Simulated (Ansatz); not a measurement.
# What InCl3 (model cell, started as ReO3 type) distorts into

Aim: this structure of InCl3 (model cell, started as ReO3 type) is to be tested for unstable modes, and one is followed downhill.

Method: DFT PBEsol, scalar-relativistic, plane waves, PAW, in Ansatz 0.2.0.

Most raw output is cut from this account.

The structure was built from a prototype and need not be the compound's stable phase.

**1. The starting structure**

The structure is cubic, space group Pm-3m (No. 221). Conventional cell: a = 5.024 Å, b = 5.024 Å, c = 5.024 Å, α = 90.00°, β = 90.00°, γ = 90.00°. Nearest to In lie 6 Cl at 2.51 Å. Cl has 2 In at 2.51 Å nearest. Farther neighbours and most contacts between anions are not listed.

**2. Response at finite wavevector**

The cell comes from relaxations at this level that are not shown. Stability and thermal properties need the whole zone. Linear response on a 2×2×2 q mesh gives force constants as far as a supercell of that size would.

input.yaml reads:

```yaml
crystal:
  lattice:
    - [5.0239648185, 0.0, 0.0]
    - [0.0, 5.0239648185, 0.0]
    - [0.0, 0.0, 5.0239648185]
  atoms:
    - { symbol: In, position: [0.0, 0.0, 0.0] }
    - { symbol: Cl, position: [0.5, 0.0, 0.0] }
    - { symbol: Cl, position: [0.0, 0.5, 0.0] }
    - { symbol: Cl, position: [0.0, 0.0, 0.5] }
kpoints:
  mp_grid: { grid: [8, 8, 8] }
hamiltonian:
  xc: pbesol
scf:
  occupations: { method: methfessel_paxton, width: 0.2 }
output:
  eigenvalues: true
phonons:
  method: dfpt
  qmesh: [2, 2, 2]
  temperatures: { t_max: 1000, t_step: 50 }
  qpath:
    path:
      - [[0.0, 0.0, 0.0], [0.0, 0.5, 0.0], [0.5, 0.5, 0.0], [0.0, 0.0, 0.0], [0.5, 0.5, 0.5], [0.0, 0.5, 0.0]]
      - [[0.5, 0.5, 0.5], [0.5, 0.5, 0.0]]
    npoints: 10
```

Started as:

```bash
> ansatz run input.yaml --threads 4 --pin off --max-ram 7168MiB --backend cpu --events-out ev --progress --plain --runs-dir out
```

Wall time 1.9 min (4 threads of Arm Neoverse V2, shared host); peak memory 1.1 GiB.

Numbers from this step:

| Item | Value |
| --- | --- |
| volume per atom | 31.70 Å³ |
| gap on the k-mesh | 0 eV |
| sum-rule residual before enforcement | 1.75e-5 eV/Å² |
| lowest frequency on the path | -89.66 cm⁻¹ |
| point group | m-3m |
| highest frequency on the path or at a solved wavevector | 337.4 cm⁻¹ |
| highest optical mode at the zone centre (no LO-TO term) | 261.9 cm⁻¹ |
| lowest optical zone-centre mode | -55.44 cm⁻¹ |
| lowest mode on the q mesh (acoustic modes at Γ apart) | -89.66 cm⁻¹ |

Frequencies (cm⁻¹) solved at each irreducible wavevector; negative means imaginary. Frequencies by wavevector, by row:

```tsv
q in reciprocal lattice units	star	mode 1	mode 2	mode 3	mode 4	mode 10	mode 11	mode 12
0 0 0	1	-55.4	-55.4	-55.4	-37.4	261.9	261.9	261.9
0 0 -0.5	3	-47.2	-47.2	-38.3	-23.2	266.4	266.4	279.5
0 -0.5 -0.5	3	-89.7	-23.1	-23.1	-18.2	165.1	272	318.9
-0.5 -0.5 -0.5	1	-89.2	-89.2	-89.2	77	169.6	169.6	337.4
```

Interpolated from a 2×2×2 q mesh. Phonon branches along the path, in cm⁻¹:

```tsv
point	branch 1	branch 2	branch 3	branch 4	branch 9	branch 10	branch 11	branch 12
Γ	-55	-55	-55	-37	0	262	262	262
halfway	-51	-51	-38	-33	113	264	264	271
X	-47	-47	-38	-23	164	266	266	280
halfway	-76	-38	-34	-23	165	201	269	311
M	-90	-23	-23	-18	165	165	272	319
halfway	-67	-44	-33	-31	120	227	267	299
Γ	-55	-55	-55	-37	0	262	262	262
halfway	-68	-66	-66	50	124	226	226	320
R	-89	-89	-89	77	170	170	170	337
halfway	-77	-73	-66	50	166	188	224	329
X	-47	-47	-38	-23	164	266	266	280
jump to R	-89	-89	-89	77	170	170	170	337
halfway	-89	-75	-75	65	167	167	210	335
M	-90	-23	-23	-18	165	165	272	319
```

Symmetry leaves 4 wavevectors to solve. The lowest mode among them, the acoustic zeros apart, lies at q = (0, -0.5, -0.5) and is imaginary, 89.7i cm⁻¹, so the energy falls along it.

**3. The mode frozen in, largest atomic shift 0 Å**

The mode followed lies at q = (0, -0.5, -0.5) with frequency 89.7i cm⁻¹, the softest among the wavevectors solved. At small amplitude the distorted cell has space group no. 127 by a symmetry search on the positions. The undistorted cell that holds it gives the zero of energy on the same k mesh.

System of this step: InCl3 (model cell, started as ReO3 type). Symmetry: Pm-3m, No. 221, cubic system. Conventional cell: a = 5.024 Å, b = 5.024 Å, c = 5.024 Å, α = 90.00°, β = 90.00°, γ = 90.00°. Nearest to In lie 6 Cl at 2.51 Å. Cl has 2 In at 2.51 Å nearest. Nearest to Cl lie 2 In at 2.51 Å. Farther neighbours and most contacts between anions are not listed.

input.yaml reads:

```yaml
crystal:
  lattice:
    - [-5.0239648185, 0.0, 0.0]
    - [0.0, -5.0239648185, -5.0239648185]
    - [0.0, -5.0239648185, 5.0239648185]
  atoms:
    - { symbol: In, position: [0.0, 0.5, 0.5] }
    - { symbol: In, position: [0.0, 0.0, 0.0] }
    - { symbol: Cl, position: [0.5, 0.5, 0.5] }
    - { symbol: Cl, position: [0.5, 0.0, 0.0] }
    - { symbol: Cl, position: [0.0, 0.25, 0.25] }
    - { symbol: Cl, position: [0.0, 0.75, 0.75] }
    - { symbol: Cl, position: [0.0, 0.25, 0.75] }
    - { symbol: Cl, position: [0.0, 0.75, 0.25] }
kpoints:
  mp_grid: { grid: [8, 6, 6] }
hamiltonian:
  xc: pbesol
scf:
  occupations: { method: methfessel_paxton, width: 0.2 }
output:
  forces: true
  stress: true
  eigenvalues: true
```

The job ended after 7.5 s (4 threads; peak memory 0.81 GiB).

Numbers from this step:

```
pressure                         : 0.01393 GPa
energy from the undistorted cell : 0 meV/atom
```

The run ends at a pressure of 0.01 GPa.

**4. The mode frozen in, largest atomic shift 0.6 Å**

The atoms are moved along the unstable eigenvector, the largest shift by 0.6 Å, with the cell fixed.

input.yaml, the sections that differ from step 3:

```yaml
crystal:
  lattice:
    - [-5.0239648185, 0.0, 0.0]
    - [0.0, -5.0239648185, -5.0239648185]
    - [0.0, -5.0239648185, 5.0239648185]
  atoms:
    - { symbol: In, position: [0.0, 0.5, 0.5] }
    - { symbol: In, position: [0.0, 0.0, 0.0] }
    - { symbol: Cl, position: [0.5, 0.5, 0.5] }
    - { symbol: Cl, position: [0.5, 0.0, 0.0] }
    - { symbol: Cl, position: [0.0, 0.309713794, 0.190286206] }
    - { symbol: Cl, position: [0.0, 0.690286206, 0.809713794] }
    - { symbol: Cl, position: [0.0, 0.190286206, 0.690286206] }
    - { symbol: Cl, position: [0.0, 0.809713794, 0.309713794] }
# kpoints, hamiltonian, scf, output: as in step 3
```

Run time: 5.8 s. Hardware: 4 threads; peak memory 0.81 GiB.

This step gave:

* pressure: -1.892 GPa
* gap on the k-mesh: 0.5728 eV
* energy from the undistorted cell: -36.95 meV/atom

The energy, extrapolated to zero smearing, is -36.95 meV/atom against the undistorted cell.

The run ends at a pressure of -1.89 GPa, with forces up to 0.026 eV/Å.

**5. Energy along the mode, all amplitudes (two of the runs are shown above)**

An imaginary frequency means negative curvature, so the energy should fall and then rise again as anharmonic terms take over.

Numbers from this step:

```
depth at the lowest point sampled  : 36.95 meV/atom
largest atomic shift at that point : 0.6 Å
```

Table of energy from the parent by largest atomic shift:

```tsv
largest atomic shift (Å)	energy from the parent (meV/atom)
0.000	0
0.040	-0.43
0.080	-1.67
0.140	-4.78
0.220	-10.6
0.320	-19.1
0.450	-29.8
0.600	-37.0
```

Displacement at unit largest shift by atom:

```tsv
atom	x (Å)	y (Å)	z (Å)	size
In1	0.00	0.00	0.00	0.00
In2	0.00	0.00	0.00	0.00
Cl3	0.00	0.00	0.00	0.00
Cl4	0.00	0.00	0.00	0.00
Cl5	0.00	0.00	-1.00	1.00
Cl6	0.00	0.00	1.00	1.00
Cl7	0.00	1.00	0.00	1.00
Cl8	0.00	-1.00	0.00	1.00
```

The lowest of the steps tried is the last one, at 0.6 Å, 37.0 meV/atom below the parent; the bottom of the well need not coincide with a step.

**6. Relaxing from the distorted cell**

Starting from the lowest point found, all atoms and the cell are let go, so that strain and other modes of the same symmetry can join in.

input.yaml, as its differences from that of step 4:

```diff
@@ -24 +24,6 @@
   eigenvalues: true
+relax:
+  adjacent_minimum: "off"
+  f_tol: 0.002
+  max_steps: 120
+  cell: { stress_tol: 0.03 }
```

Wall time 43 s (4 threads); peak memory 0.84 GiB; 2.8 min of CPU time.

The steps of the relaxation:

```tsv
step	energy less that of the first step (eV)	largest force component (eV/Å)	pressure (GPa)	volume (Å³)
1	0.0000	0.0259	-1.89	253.61
2	-0.2147	0.0384	0.28	232.85
3	-0.2178	0.0415	0.00	232.88
4	-0.2191	0.0016	-0.05	233.90
5	-0.2192	0.0062	0.02	233.58
6	-0.2192	0.0003	0.00	233.58
7*	-0.2172	0.0006	0.00	233.58
```

Relaxation steps marked * repeat the geometry before them on a plane-wave basis chosen anew for their cell, so energy and pressure can jump there.

Forces are held to the 16 operations that the run works with; a distortion that breaks them can't arise in this run.

```tsv
cell as run	before	after	change
a (Å)	5.024	5.045	+0.4 %
b (Å)	7.105	6.804	-4.2 %
c (Å)	7.105	6.804	-4.2 %
volume (Å³/atom)	31.70	29.20	-7.9 %
```

The atoms that moved most (Å, as changes of fractional coordinates times the final cell):

```tsv
atom	dx	dy	dz	length
Cl6	0.000	0.000	0.185	0.185
Cl5	0.000	0.000	-0.185	0.185
Cl7	0.000	0.185	0.000	0.185
Cl8	0.000	-0.185	0.000	0.185
```

The relaxed structure:

```cif
data_structure
_symmetry_space_group_name_H-M 'P 1'
_symmetry_Int_Tables_number 1
_cell_length_a 5.0453
_cell_length_b 6.8042
_cell_length_c 6.8042
_cell_angle_alpha 90.000
_cell_angle_beta 90.000
_cell_angle_gamma 90.000
_cell_volume 233.58
loop_
_atom_site_label
_atom_site_type_symbol
_atom_site_fract_x
_atom_site_fract_y
_atom_site_fract_z
_atom_site_occupancy
In1 In 0.00000 0.50000 0.50000 1
In2 In 0.00000 0.00000 0.00000 1
Cl3 Cl 0.50000 0.50000 0.50000 1
Cl4 Cl 0.50000 0.00000 0.00000 1
Cl5 Cl 0.00000 0.32893 0.17107 1
Cl6 Cl 0.00000 0.67107 0.82893 1
Cl7 Cl 0.00000 0.17107 0.67107 1
Cl8 Cl 0.00000 0.82893 0.32893 1
```

This step gave:

```
pressure          : -0.001319 GPa
volume per atom   : 29.20 Å³
gap on the k-mesh : 0.8883 eV
```

The distorted start has space group P4/mbm; the relaxation ends in P4/mbm.

**7. The new phase in its own primitive cell**

The relaxed structure is symmetrised, reduced to its primitive cell and relaxed tightly, as its phonons need.

input.yaml reads:

```yaml
crystal:
  lattice:
    - [6.804164585, 0.0, 0.0]
    - [0.0, 6.804164585, 0.0]
    - [0.0, 0.0, 5.0453438594]
  atoms:
    - { symbol: In, position: [0.5, 0.5, 0.0] }
    - { symbol: In, position: [0.0, 0.0, 0.0] }
    - { symbol: Cl, position: [0.5, 0.5, 0.5] }
    - { symbol: Cl, position: [0.0, 0.0, 0.5] }
    - { symbol: Cl, position: [0.3289290427, 0.1710709573, 0.0] }
    - { symbol: Cl, position: [0.6710709573, 0.8289290427, 0.0] }
    - { symbol: Cl, position: [0.1710709573, 0.6710709573, 0.0] }
    - { symbol: Cl, position: [0.8289290427, 0.3289290427, 0.0] }
kpoints:
  mp_grid: { grid: [4, 4, 6] }
hamiltonian:
  xc: pbesol
scf:
  occupations: { method: fixed }
output:
  forces: true
  stress: true
  eigenvalues: true
relax:
  adjacent_minimum: "off"
  f_tol: 0.001
  max_steps: 60
  cell: { stress_tol: 0.01 }
```

Run time: 7.2 s. Hardware: 4 threads; peak memory 0.67 GiB; 27 s of CPU time.

Little changed from the start: no atom moved by 0.005 Å and no cell edge by 0.1 %.

This step gave:

```
pressure           : -0.001477 GPa
direct gap on mesh : 1.372 eV
```

The largest force component left is 0.22 meV/Å and the pressure is -0.001 GPa, within the tolerances set. The cell now holds 29.20 Å³/atom.

**8. Modes of the new phase, k-mesh 4×4×6, occupations fixed**

A relaxed structure may still be a saddle point, so its zone-centre modes are computed. The response to a homogeneous field gives the Born charges and the dielectric tensor, and its change with displacement the Raman tensors.

input.yaml, as its differences from that of step 7:

```diff
@@ -21,9 +21,7 @@
 output:
-  forces: true
-  stress: true
   eigenvalues: true
-relax:
-  adjacent_minimum: "off"
-  f_tol: 0.001
-  max_steps: 60
-  cell: { stress_tol: 0.01 }
+phonons:
+  method: dfpt
+  dielectric: true
+  rigid_motions: translations
+  raman: true
```

Run time: 6.1 min. Hardware: 4 threads; peak memory 2.4 GiB; 23 min of CPU time.

This step gave:

* sum-rule residual before enforcement: 1.34e-4 eV/Å²
* miss of the charge sum rule: 0.01247 e
* estimated error of the dielectric tensor: 0.02297
* estimated error of the Born charges: 0.03262 e
* point group: 4/mmm
* highest optical mode at the zone centre (no LO-TO term): 296.5 cm⁻¹
* lowest optical zone-centre mode: -17.57 cm⁻¹
* mean high-frequency dielectric constant: 4.075
* largest Born charge (third of the trace): 3.849 e
* top of the zone-centre spectrum with the field: 331.1 cm⁻¹

Patterns of degenerate modes are one choice out of their space. The modes at Γ (shares of kinetic energy by element, %) (negative means imaginary):

```tsv
mode	frequency (cm⁻¹)	symmetry	In %	Cl %
1	-17.6	Eu	16	84
2	-17.6	Eu	16	84
3	0.0	acoustic	52	48
4	0.0	acoustic	52	48
5	0.0	acoustic	52	48
6	34.2	Eu	2	98
7	34.2	Eu	2	98
8	40.1	A2u	38	62
9	50.7	A1u	91	9
10	65.7	Eg	0	100
11	65.7	Eg	0	100
12	67.6	B1u	0	100
13	71.1	Eu	47	53
14	71.1	Eu	47	53
15	146.5	A1g	0	100
16	165.2	B1g	0	100
17	183.9	B2g	0	100
18	187.4	Eu	70	30
19	187.4	Eu	70	30
20	265.3	A1u	9	91
21	265.7	A2u	10	90
22	267.1	Eu	13	87
23	267.1	Eu	13	87
24	296.5	A2g	0	100
```

Displacements in mode 1 (-17.6 cm⁻¹), the largest set to 1:
```
In1 -0.25 -0.06  0.00
In2 -0.26  0.04  0.00
Cl3  0.98  0.37  0.00
Cl4  1.00 -0.31  0.00
Cl5 -0.08  0.01  0.00
Cl6 -0.08  0.01  0.00
Cl7 -0.08 -0.02  0.00
Cl8 -0.08 -0.02  0.00
```

Displacements in mode 20 (265.3 cm⁻¹), the largest set to 1:
```
In1  0.00  0.00 -0.17
In2  0.00  0.00  0.17
Cl3  0.00  0.00  1.00
Cl4  0.00  0.00 -1.00
Cl5  0.00  0.00  0.00
Cl6  0.00  0.00  0.00
Cl7  0.00  0.00  0.00
Cl8  0.00  0.00  0.00
```

Optical modes at the zone centre, without and with the macroscopic field of the longitudinal modes; each column is sorted by frequency, so a row need not hold one and the same mode. Modes with and without the field, by row:

```tsv
rank among optical modes	no field (cm⁻¹)	q along (1, 0, 0) (cm⁻¹)	q along (0, 0, 1) (cm⁻¹)
1	-17.6	-17.6	-17.6
2	-17.6	27.8	-17.6
3	34.2	34.2	34.2
4	34.2	37.6	34.2
5	40.1	40.1	50.7
6	50.7	50.7	65.7
7	65.7	65.7	65.7
8	65.7	65.7	67.6
9	67.6	67.6	71.1
10	71.1	71.1	71.1
11	71.1	90.8	93.8
12	146.5	146.5	146.5
13	165.2	165.2	165.2
14	183.9	183.9	183.9
15	187.4	187.4	187.4
16	187.4	193.9	187.4
17	265.3	265.3	265.3
18	265.7	265.7	267.1
19	267.1	267.1	267.1
20	267.1	296.5	296.5
21	296.5	313.7	331.1
```

Born charge (rows field, columns displacement) (e), principal values of the symmetric part by kind of site:

```tsv
atom	atoms with these values	low	middle	high	mean
In1	2	3.70	3.70	4.14	3.85
Cl3	2	-3.12	-0.41	-0.41	-1.31
Cl5	4	-2.59	-0.70	-0.51	-1.27
```

In full for In1:

```
 3.70  0.72  0.00
-0.72  3.70  0.00
 0.00  0.00  4.14
```

High-frequency dielectric tensor:

```
4.12 0.00 0.00
0.00 4.12 0.00
0.00 0.00 3.99
```

Transverse modes; imaginary modes are left out. Infrared lines, with heights relative to the strongest:

```tsv
position (cm⁻¹)	relative intensity
34	0.7
40	23
51	0.0
66	0.0
68	0.0
71	15
146	0.0
165	0.0
184	0.0
187	16
265	0.0
266	72
267	100
296	0.0
```

Activity x (w_L - w)^4 (n + 1)/w, 532 nm, 300 K; imaginary modes are left out; the tensors are static ones, while 532 nm light lies above the computed direct gap, where resonance would change the heights; modes without the macroscopic field alone. Raman lines, with heights relative to the strongest:

```tsv
position (cm⁻¹)	relative intensity
34	0.0
40	0.0
51	0.0
66	16
68	0.0
71	0.0
146	100
165	0.6
184	9.5
187	0.0
265	0.0
266	0.0
267	0.0
296	0.0
```

Before it was imposed, the acoustic sum rule was missed by 1.3e-4 eV/Å² and the charge sum rule by 0.012 e. Small misses are needed for a sound result but don't prove that mesh and cutoff are converged. The lowest optical mode is imaginary, 17.6i cm⁻¹, so the energy falls along it.

The log warns of the k mesh: “the force constants stand on the 4×4×6 k-mesh, whose period is 11.22 times the interband length at k = (0.0000, 0.0000, 0.0000), direct gap 1.372 eV, under 14: take them and everything formed from them as unconverged”.

**9. What came out**

```yaml
unstable_mode_of_the_parent: q = (0, -0.5, -0.5), 90i cm⁻¹
depth_at_the_lowest_point_sampled: 37.0 meV/atom
largest_atomic_shift_at_that_point: 0.6 Å
space_group_reached_within_0p01_a: P4/mbm
energy_gained_over_the_parent_first_relaxation_on_the_mesh_of_the_frozen_mode: 64.1 meV/atom
volume_per_atom_phase_reached: 29.2 Å³
gap_on_the_k_mesh_phase_reached: 0.888 eV
lowest_optical_zone_centre_mode_phase_reached: -17.6 cm⁻¹
highest_optical_mode_at_the_zone_centre_no_lo_to_term_phase_reached: 297 cm⁻¹
```

What this shows: Along this mode the structure falls into P4/mbm, 64.1 meV/atom below the parent. At the parent's cell the well is 36.95 meV/atom deep on the steps tried, with its lowest point at a shift of 0.6 Å. That is the last step tried, so the steps alone don't bracket the bottom of the well. Relaxing atoms and cell changes the gain by +27.12 meV/atom against the lowest step (energies at zero smearing). The new phase still has an imaginary mode at the zone centre of its cell, so it is a saddle point on the way to a lower structure. Of the 4 patterns followed to their end from this parent, this one ends 86.8 meV/atom above the lowest, R-3c. Another end point lies within 1 meV/atom; how such a difference moves with mesh and cutoff was not tested. Each path keeps the symmetry of its pattern, so a lower phase may lie along a pattern not tried. With the field response the log warns that the k mesh is coarse for the force constants too, so the frequencies may not be converged. With no gap, or one that is small against the smearing, the frequencies hang on the k mesh and the smearing, most of all near Kohn anomalies. A semilocal functional can close a gap that the real compound would have, so the metallic treatment may be an artefact of the level. The starting cell was built on a prototype and not taken from a measurement, so the phase need not exist.

[Logs are printed without paths, hosts, clocks, repeated set-up lines and the standing remarks that a program may print on its own settings, such as how far it seeks lower states.]

[Hosts, paths, dates, database ids (printed as entryN), source tags and the programs' standing remarks are cut or masked in the printed files.]
